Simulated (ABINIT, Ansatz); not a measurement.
# Converging GW for MgH2 (P4_2/mnm) in ABINIT

What does each rung of G0W0 on MgH2 (P4_2/mnm) cost, and what does it buy?

Program: ABINIT 10.8.3. Level of theory: PBE and many-body steps on it, plane waves. Results are calculated unless marked as measured.

**1. The structure**

It takes space group P4_2/mnm (No. 136, tetragonal). The conventional cell has a = 4.517 Å, b = 4.517 Å, c = 3.020 Å, α = 90.00°, β = 90.00°, γ = 90.00°. Mg has 6 H at 1.95 Å nearest. Nearest to H lie 3 Mg at 1.95 Å. Farther neighbours are not listed.

The cell and positions come from the Crystallography Open Database and are kept as given unless a step says otherwise.

**2. Empty states on the mesh, 4×4×4 mesh, 415 bands**

This step: ABINIT 10.8.3; DFT, PBE, plane waves, norm-conserving pseudopotentials.

The sums over transitions need many empty states on a uniform mesh; this step solves for them.

Contents of run.abi:

```
acell 3*1.0 Angstrom
rprim 
  4.516800000000 0.000000000000 0.000000000000
  0.000000000000 4.516800000000 0.000000000000
  0.000000000000 0.000000000000 3.020500000000
ntypat 2
znucl 12 1
natom 6
typat 1 1 2 2 2 2
xred 
  0.000000000000 0.000000000000 0.000000000000
  0.500000000000 0.500000000000 0.500000000000
  0.306000000000 0.306000000000 0.000000000000
  0.194000000000 0.806000000000 0.500000000000
  0.694000000000 0.694000000000 0.000000000000
  0.806000000000 0.194000000000 0.500000000000
pp_dirpath "pseudos"
pseudos "Mg.upf, H.upf"
ecut 38
ngkpt 4 4 4
nshiftk 1
shiftk 0 0 0
kptopt 1
chksymbreak 0
irdden 1
istwfk *1
nband 415
prtvol 0
optdriver 6
gwr_task "HDIAGO"
paral_kgb 0
occopt 1
indata_prefix "in"
outdata_prefix "out"
tmpdata_prefix "tmp"
```

Command:

```bash
> OMP_NUM_THREADS=1 mpirun -n 8 abinit run.abi > log
```

Log:

```text
.Version 10.8.3 of ABINIT. v10.8.2 released Aug 2026.

 Symmetries : space group P4_2/m n m (#136); Bravais tP (primitive tetrag.)
[... echo of the input left out ...]
== DATASET  1 ==================================================================
-   mpi_nproc: 8, omp_nthreads: 1 (-1 if OMP is not activated)

--- !DatasetInfo
iteration_state: {dtset: 1, }
dimensions: {natom: 6, nkpt: 18, mband: 415, nsppol: 1, nspinor: 1, nspden: 1, mpw: 4696, }
cutoff_energies: {ecut:  38.0, pawecutdg:  -1.0, }
[...]
Indirect band gap semiconductor
 Fundamental gap:     3.895 (eV)
   VBM:     0.402 (eV) at k: [ 2.5000E-01,  0.0000E+00,  0.0000E+00]
   CBM:     4.297 (eV) at k: [ 5.0000E-01,  5.0000E-01,  5.0000E-01]
 Direct gap:         4.666 (eV) at k: [ 2.5000E-01,  2.5000E-01,  5.0000E-01]

== END DATASET(S) ==============================================================
================================================================================

 -outvars: echo values of variables after computation  --------
           etotal      0.0000000000E+00
            nband         415
             nkpt          18
          spgroup         136
 [... the other variables as echoed above ...]

 Calculation completed.
```

Wall time 3.3 min (8 MPI ranks of Arm Neoverse V1, shared host); peak memory 9.8 GiB.

Numbers from this step:

| Item | Value |
| --- | --- |
| gap | 3.895 eV |
| k of the valence top | 0.25, 0, 0 |
| k of the conduction bottom | 0.5, 0.5, 0.5 |
| least direct gap | 4.666 eV |
| k points computed | 18 |
| lowest point of the top converged band, above the valence top | 191.7578 eV |

On this mesh the gap is 3.895 eV.

The density comes from a self-consistent run that is not shown.

**3. Screening, 4×4×4 mesh, 61 bands, screening to 95.2 eV**

The RPA dielectric matrix is built and inverted for each q.

This step: RPA screening on PBE, plane waves, norm-conserving pseudopotentials.

Changes to run.abi since step 2:

```diff
@@ -24,10 +24,11 @@
 chksymbreak 0
-irdden 1
 istwfk *1
-nband 415
-prtvol 0
-optdriver 6
-gwr_task "HDIAGO"
-paral_kgb 0
 occopt 1
+irdwfk 1
+optdriver 3
+nband 61
+ecuteps 3.5
+inclvkb 2
+awtr 1
+symchi 1
 indata_prefix "in"
```

Log:

```text
.Version 10.8.3 of ABINIT. v10.8.2 released Aug 2026.

 Symmetries : space group P4_2/m n m (#136); Bravais tP (primitive tetrag.)
[... echo of the input left out ...]
== DATASET  1 ==================================================================
-   mpi_nproc: 8, omp_nthreads: 1 (-1 if OMP is not activated)

--- !DatasetInfo
iteration_state: {dtset: 1, }
dimensions: {natom: 6, nkpt: 18, mband: 61, nsppol: 1, nspinor: 1, nspden: 1, mpw: 4696, }
cutoff_energies: {ecut:  38.0, pawecutdg:  -1.0, }
electrons: {nelect:   2.40000000E+01, charge:   0.00000000E+00, occopt:   1.00000000E+00, tsmear:   1.00000000E-02, }

 SCREENING: Calculation of the susceptibility and dielectric matrices

 Based on a program developped by R.W. Godby, V. Olevano, G. Onida, and L. Reining.
 Incorporated in ABINIT by V. Olevano, G.-M. Rignanese, and M. Torrent.
.Using double precision arithmetic ; gwpc =  8

[... cell and pseudopotentials left out ...]
--------------------------------------------------------------------------------

 ==== K-mesh for the wavefunctions ====
 Number of points in the irreducible wedge :    18
[... list of points left out ...]
 Together with 16 symmetry operations and time-reversal symmetry
 yields    64 points in the full Brillouin Zone.

 ==== Q-mesh for the screening function ====
 Number of points in the irreducible wedge :    18
[... list of points left out ...]
 Together with 16 symmetry operations and time-reversal symmetry
 yields    64 points in the full Brillouin Zone.

 setmesh: FFT mesh size selected  =    32x   32x   24
          total number of points  =        24576

 vcoul_init : cutoff-mode = AUXILIARY_FUNCTION
 q-points for optical limit:   1
     1)      0.000010    0.000020    0.000030

- screening: taking advantage of time-reversal symmetry
- Maximum band index for partially occupied states nbvw = 12
- Remaining bands to be divided among processors   nbcw = 49
- Number of bands treated by each node ~6

 Number of electrons calculated from density =   24.0000; Expected =   24.0000
 average of density, n =  0.057713
 r_s =    1.6053
 omega_plasma =   23.1736 [eV]

 calculating chi0 at frequencies [eV] :
  1    0.000000E+00    0.000000E+00
  2    0.000000E+00    2.317355E+01

--------------------------------------------------------------------------------
  q-point number  1        q = ( 0.000000, 0.000000, 0.000000) [r.l.u.]
--------------------------------------------------------------------------------
[... chi0 elements left out ...]
 For q-point:  0.000010 0.000020 0.000030
  dielectric constant =   3.6399
  dielectric constant without local fields =   4.0477

  Average fulfillment of the sum rule on Im[epsilon] for q-point    1 :     40.06  [%]
[... wings left out ...]
  q-point number  2        q = ( 0.250000, 0.000000, 0.000000) [r.l.u.]
--------------------------------------------------------------------------------
[... chi0 elements left out ...]
  Average fulfillment of the sum rule on Im[epsilon] for q-point    2 :     48.01  [%]

 [... 16 further q-points ...]
```

Elapsed: 31 s, on 8 MPI ranks; peak memory 1.8 GiB.

Numbers from this step:

* ε∞ with local fields, on this mesh, along the program's q direction: 3.640
* the same without local fields: 4.048
* plasma frequency: 23.17 eV
* plane waves in the screening matrix: 129

Local fields lower ε∞ by 10 %. On a Γ-centred mesh this coarse the value itself is usually too large, while a short band sum pulls it down.

**4. 61 bands, 95.2 eV**

The self-energy is evaluated for the states that the input lists, and the levels follow from it, in one-shot runs by the linearised quasiparticle equation.

This step: G0W0 on PBE, plane waves, norm-conserving pseudopotentials.

Changes to run.abi since step 3:

```diff
@@ -27,8 +27,21 @@
 irdwfk 1
-optdriver 3
+optdriver 4
 nband 61
+gwcalctyp 0
+ecutsigx 38
+symsigma 1
+nkptgw 4
+kptgw 
+  0.2500000000 0.0000000000 0.0000000000
+  0.5000000000 0.5000000000 0.5000000000
+  0.2500000000 0.2500000000 0.5000000000
+  0.0000000000 0.0000000000 0.0000000000
+bdgw 
+  11 14
+  11 14
+  11 14
+  10 14
 ecuteps 3.5
-inclvkb 2
-awtr 1
-symchi 1
+irdscr 1
+ppmodel 1
 indata_prefix "in"
```

Log:

```text
.Version 10.8.3 of ABINIT. v10.8.2 released Aug 2026.

 Symmetries : space group P4_2/m n m (#136); Bravais tP (primitive tetrag.)
[... echo of the input left out ...]
== DATASET  1 ==================================================================
-   mpi_nproc: 8, omp_nthreads: 1 (-1 if OMP is not activated)

--- !DatasetInfo
iteration_state: {dtset: 1, }
dimensions: {natom: 6, nkpt: 18, mband: 61, nsppol: 1, nspinor: 1, nspden: 1, mpw: 4696, }
cutoff_energies: {ecut:  38.0, pawecutdg:  -1.0, }
electrons: {nelect:   2.40000000E+01, charge:   0.00000000E+00, occopt:   1.00000000E+00, tsmear:   1.00000000E-02, }

 SIGMA: Calculation of the GW corrections

 Based on a program developped by R.W. Godby, V. Olevano, G. Onida, and L. Reining.
 Incorporated in ABINIT by V. Olevano, G.-M. Rignanese, and M. Torrent.
.Using double precision arithmetic ; gwpc =  8

[... cell and pseudopotentials left out ...]
--------------------------------------------------------------------------------

 ==== K-mesh for the wavefunctions ====
 Number of points in the irreducible wedge :    18
[... list of points left out ...]
 Together with 16 symmetry operations and time-reversal symmetry
 yields    64 points in the full Brillouin Zone.

 ==== Q-mesh for screening function ====
 Number of points in the irreducible wedge :    18
[... list of points left out ...]
 Together with 16 symmetry operations and time-reversal symmetry
 yields    64 points in the full Brillouin Zone.

 vcoul_init : cutoff-mode = AUXILIARY_FUNCTION
 q-points for optical limit:   1
     1)      0.000010    0.000020    0.000030
 setmesh: FFT mesh size selected  =    48x   48x   32
          total number of points  =        73728

 Number of electrons calculated from density =   24.0000; Expected =   24.0000
 average of density, n =  0.057713
 r_s =    1.6053
 omega_plasma =   23.1736 [eV]

 === KS Band Gaps ===
  >>>> For spin  1
   Minimum direct gap =   4.6658 [eV], located at k-point      :   0.2500  0.2500  0.5000
   Fundamental gap    =   3.8953 [eV], Top of valence bands at :   0.2500  0.0000  0.0000
                                       Bottom of conduction at :   0.5000  0.5000  0.5000
 SIGMA fundamental parameters:
 PLASMON POLE MODEL  1
 number of plane-waves for SigmaX                 4651
 number of plane-waves for SigmaC and W            129
 number of plane-waves for wavefunctions          4651
 number of bands                                    61
 number of independent spin polarizations            1
 number of spinorial components                      1
 number of k-points in IBZ                          18
 number of q-points in IBZ                          18
 number of symmetry operations                      16
 number of k-points in BZ                           64
 number of q-points in BZ                           64
 number of frequencies for dSigma/dE                 9
 frequency step for dSigma/dE [eV]                0.25
 number of omega for Sigma on real axis              0
 max omega for Sigma on real axis  [eV]           0.00
 zcut for avoiding poles [eV]                     0.10

 EPSILON^-1 parameters (SCR file):
 dimension of the eps^-1 matrix on file            129
 dimension of the eps^-1 matrix used               129
 number of plane-waves for wavefunctions          4651
 number of bands                                    61
 number of q-points in IBZ                          18
 number of frequencies                               2
 number of real frequencies                          1
 number of imag frequencies                          1

 matrix elements of self-energy operator (all in [eV])

 Perturbative Calculation

--- !SelfEnergy_ee
iteration_state: {dtset: 1, }
kpoint     : [   0.250,    0.000,    0.000, ]
spin       : 1
KS_gap     :    4.798
QP_gap     :    6.645
Delta_QP_KS:    1.847
data: !SigmaeeData |
     Band     E0 <VxcDFT>   SigX SigC(E0)      Z dSigC/dE  Sig(E)    E-E0       E
       11  -0.710 -11.185 -15.060   2.371   0.776  -0.288 -12.353  -1.168  -1.877
       12   0.402 -11.630 -15.054   2.111   0.784  -0.276 -12.659  -1.029  -0.627
       13   5.200  -8.565  -4.388  -3.183   0.823  -0.215  -7.747   0.818   6.018
       14   6.926  -8.266  -3.848  -3.422   0.816  -0.225  -7.453   0.812   7.738

--- !SelfEnergy_ee
iteration_state: {dtset: 1, }
kpoint     : [   0.500,    0.500,    0.500, ]
spin       : 1
KS_gap     :    4.769
QP_gap     :    6.826
Delta_QP_KS:    2.057
data: !SigmaeeData |
     Band     E0 <VxcDFT>   SigX SigC(E0)      Z dSigC/dE  Sig(E)    E-E0       E
       11  -0.472 -11.049 -14.865   2.319   0.778  -0.285 -12.214  -1.165  -1.637
       12  -0.472 -11.049 -14.865   2.319   0.778  -0.285 -12.214  -1.165  -1.637
[...]
--- !SelfEnergy_ee
iteration_state: {dtset: 1, }
kpoint     : [   0.250,    0.250,    0.500, ]
spin       : 1
KS_gap     :    4.666
QP_gap     :    6.649
Delta_QP_KS:    1.984
data: !SigmaeeData |
     Band     E0 <VxcDFT>   SigX SigC(E0)      Z dSigC/dE  Sig(E)    E-E0       E
[...]
--- !SelfEnergy_ee
iteration_state: {dtset: 1, }
kpoint     : [   0.000,    0.000,    0.000, ]
spin       : 1
KS_gap     :    5.246
QP_gap     :    6.785
Delta_QP_KS:    1.539
data: !SigmaeeData |
     Band     E0 <VxcDFT>   SigX SigC(E0)      Z dSigC/dE  Sig(E)    E-E0       E
[...]
12  -0.039 -11.484 -14.821   2.078   0.782  -0.279 -12.469  -0.985  -1.023
       13   5.207  -6.816  -2.910  -3.238   0.829  -0.206  -6.262   0.554   5.762
       14   5.547  -9.978  -5.729  -3.071   0.815  -0.227  -9.018   0.960   6.507

== END DATASET(S) ==============================================================
================================================================================

 -outvars: echo values of variables after computation  --------
           etotal      0.0000000000E+00
            nband          61
             nkpt          18
          spgroup         136
 [... the other variables as echoed above ...]

 Calculation completed.
```

Wall time 6.7 s (8 MPI ranks); peak memory 1.3 GiB; 53 s of CPU time.

Numbers from this step:

| Quantity | Value |
| --- | --- |
| G0W0 gap on the mesh | 5.816 eV |
| starting gap on the mesh | 3.895 eV |
| k of the valence top | 0.25, 0, 0 |
| k of the conduction bottom | 0.5, 0.5, 0.5 |
| Z at the valence top | 0.784 |
| Z at the conduction bottom | 0.822 |
| least direct G0W0 gap on the computed points | 6.645 eV |

The gap on the mesh goes from 3.90 eV to 5.82 eV, a correction of +1.92 eV.

**5. Screening, 4×4×4 mesh, 173 bands, screening to 176.9 eV**

This step: RPA screening on PBE, plane waves, norm-conserving pseudopotentials.

Changes to run.abi since step 4:

```diff
@@ -27,21 +27,8 @@
 irdwfk 1
-optdriver 4
-nband 61
-gwcalctyp 0
-ecutsigx 38
-symsigma 1
-nkptgw 4
-kptgw 
-  0.2500000000 0.0000000000 0.0000000000
-  0.5000000000 0.5000000000 0.5000000000
-  0.2500000000 0.2500000000 0.5000000000
-  0.0000000000 0.0000000000 0.0000000000
-bdgw 
-  11 14
-  11 14
-  11 14
-  10 14
-ecuteps 3.5
-irdscr 1
-ppmodel 1
+optdriver 3
+nband 173
+ecuteps 6.5
+inclvkb 2
+awtr 1
+symchi 1
 indata_prefix "in"
```

Log:

```text
.Version 10.8.3 of ABINIT. v10.8.2 released Aug 2026.

 Symmetries : space group P4_2/m n m (#136); Bravais tP (primitive tetrag.)
[... echo of the input left out ...]
== DATASET  1 ==================================================================
-   mpi_nproc: 8, omp_nthreads: 1 (-1 if OMP is not activated)

--- !DatasetInfo
iteration_state: {dtset: 1, }
dimensions: {natom: 6, nkpt: 18, mband: 173, nsppol: 1, nspinor: 1, nspden: 1, mpw: 4696, }
cutoff_energies: {ecut:  38.0, pawecutdg:  -1.0, }
electrons: {nelect:   2.40000000E+01, charge:   0.00000000E+00, occopt:   1.00000000E+00, tsmear:   1.00000000E-02, }

 SCREENING: Calculation of the susceptibility and dielectric matrices

 Based on a program developped by R.W. Godby, V. Olevano, G. Onida, and L. Reining.
 Incorporated in ABINIT by V. Olevano, G.-M. Rignanese, and M. Torrent.
.Using double precision arithmetic ; gwpc =  8

[... cell and pseudopotentials left out ...]
--------------------------------------------------------------------------------

 ==== K-mesh for the wavefunctions ====
 Number of points in the irreducible wedge :    18
[... list of points left out ...]
 Together with 16 symmetry operations and time-reversal symmetry
 yields    64 points in the full Brillouin Zone.

 ==== Q-mesh for the screening function ====
 Number of points in the irreducible wedge :    18
[... list of points left out ...]
 Together with 16 symmetry operations and time-reversal symmetry
 yields    64 points in the full Brillouin Zone.

 setmesh: FFT mesh size selected  =    36x   36x   24
          total number of points  =        31104

 vcoul_init : cutoff-mode = AUXILIARY_FUNCTION
 q-points for optical limit:   1
     1)      0.000010    0.000020    0.000030

- screening: taking advantage of time-reversal symmetry
- Maximum band index for partially occupied states nbvw = 12
- Remaining bands to be divided among processors   nbcw = 161
- Number of bands treated by each node ~20

 Number of electrons calculated from density =   24.0000; Expected =   24.0000
 average of density, n =  0.057713
 r_s =    1.6053
 omega_plasma =   23.1736 [eV]

 calculating chi0 at frequencies [eV] :
  1    0.000000E+00    0.000000E+00
  2    0.000000E+00    2.317355E+01

--------------------------------------------------------------------------------
  q-point number  1        q = ( 0.000000, 0.000000, 0.000000) [r.l.u.]
--------------------------------------------------------------------------------
[... chi0 elements left out ...]
 For q-point:  0.000010 0.000020 0.000030
  dielectric constant =   3.6619
  dielectric constant without local fields =   4.0598

  Average fulfillment of the sum rule on Im[epsilon] for q-point    1 :     66.91  [%]
[... wings left out ...]
  q-point number  2        q = ( 0.250000, 0.000000, 0.000000) [r.l.u.]
--------------------------------------------------------------------------------
[... chi0 elements left out ...]
  Average fulfillment of the sum rule on Im[epsilon] for q-point    2 :     73.54  [%]

 [... 16 further q-points ...]
```

Elapsed: 2 min, on 8 MPI ranks; peak memory 3.2 GiB.

Numbers from this step:

| Property | Result |
| --- | --- |
| ε∞ with local fields, on this mesh, along the program's q direction | 3.662 |
| the same without local fields | 4.060 |
| plasma frequency | 23.17 eV |
| plane waves in the screening matrix | 315 |

(Continued in part 2 of 2.)

[Paths, hosts, dates, memory and timing lines, banners, echoed tables and standing remarks are left out of the program output.]

[Logs are printed without paths, hosts, clocks, repeated set-up lines and the standing remarks that a program may print on its own settings, such as how far it seeks lower states.]

[Runs of the session that timed out or met a known fault of the program may be left out.]

[Hosts, paths, dates, database ids (printed as entryN), source tags and the programs' standing remarks are cut or masked in the printed files.]

[G0W0 gaps are taken among the corrected bands and points alone; a level outside them can change the order at an edge.]

[Where Ansatz stands beside ABINIT at settings called matched, ABINIT's density can come from a denser mesh and the files from another edition; pairs whose starting gaps differed by over 0.03 eV were left out, so agreement reads better than it is.]
